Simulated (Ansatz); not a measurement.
Rows from a G0W0 calculation on Te (P3_121) (Ansatz 0.2.0; G0W0 on PBE, plane waves, PAW; 6×6×4 mesh, 304 empty bands, screening to 120 eV, hard PAW files), in eV. Spin-orbit coupling is left out.

| row | k | band | start | Σx | Σc at the solution | Vxc |
| --- | --- | --- | --- | --- | --- | --- |
| A | (0.333, 0.333, -0.500) | c2 | 10.849 | -10.440 | -3.497 | -13.874 |
| B | (0.333, 0.333, -0.500) | c1 | 9.571 | -10.943 | -3.025 | -13.901 |
| C | (0.333, 0.333, -0.500) | v1 | 9.387 | -15.320 | 0.485 | -14.534 |

**Question.** Give the quasiparticle energies and the shift of each level.

The quasiparticle equation reads E = start + Σx + Σc(E) − Vxc.

| row | E (eV) | shift (eV) |
| --- | --- | --- |
| A | 10.787 | −0.062 |
| B | 9.505 | −0.066 |
| C | 9.086 | −0.301 |

Limits: not at the basis limit; model gap, bands may invert with spin-orbit coupling; screening runs away on this mesh; no spin-orbit coupling; coarse k mesh.

[Runs of the session that timed out or met a known fault of the program may be left out.]

[Cells called generated may have been cut or substituted from an entry of the Crystallography Open Database or the Materials Project.]

[Hosts, paths, dates, database ids (printed as entryN), source tags and the programs' standing remarks are cut or masked in the printed files.]
